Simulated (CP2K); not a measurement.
Consider 2-silylimidazole at its PBE geometry (Å).

```xyz
12

Si    2.1125    0.1002   -0.2677
C     0.2539    0.1182   -0.1499
N    -0.5342    0.9347   -0.8573
C    -1.8250    0.6540   -0.4729
C    -1.8408   -0.3449    0.4808
N    -0.5205   -0.6808    0.6744
H     2.5572   -0.2553   -1.6428
H     2.6705    1.4299    0.0997
H     2.6173   -0.9260    0.6918
H    -2.6723    1.1821   -0.8987
H    -2.6447   -0.8318    1.0197
H    -0.1740   -1.3802    1.3228
```

Method: CP2K XAS_TDP, all-electron GAPW, PBEh(45%), aug-pc-1, TDA, GW2X-corrected core level, no relativity.

Q: Where do the N K-edge lines lie, and how strong are they?

Leading lines: N3 399.42 eV and N6 401.91 eV. The leading line of an atom is its first one with 35 % of the strongest within 2.5 eV of its lowest line over the strength cut. Core ionisation energies at this level: N3 404.26 and N6 406.34 eV.

The first six lines of each atom with a strength over 0.0015:

```tsv
atom	energy (eV)	states	strength, one atom	above the computed threshold
N3 (bonded to 2 C)	399.42	1	0.0510	
	402.54	1	0.0030	
	403.27	1	0.0028	
	404.19	1	0.0016	
	404.92	1	0.0016	yes
	405.16	1	0.0031	yes
N6 (bonded to 2 C and H)	401.91	1	0.0360	
	403.32	1	0.0160	
	405.26	1	0.0066	
	405.74	1	0.0018	
	406.01	1	0.0017	
	406.26	1	0.0035
```

Lines are vertical, at one geometry, with no vibrational structure. GW2X ionisation energies and lines can be off by 1 to 2 eV either way, and a good line position may hide errors that cancel. These values hold no scalar relativity, about 0.2 eV for N 1s. Rydberg lines, and the discretised continuum above threshold, depend on the basis and the box.

[Banner, clock and machine lines of the logs are left out without a mark of their own.]

[Logs are printed without paths, hosts, clocks, repeated set-up lines and the standing remarks that a program may print on its own settings, such as how far it seeks lower states.]

[Hosts, paths, dates, database ids (printed as entryN), source tags and the programs' standing remarks are cut or masked in the printed files.]
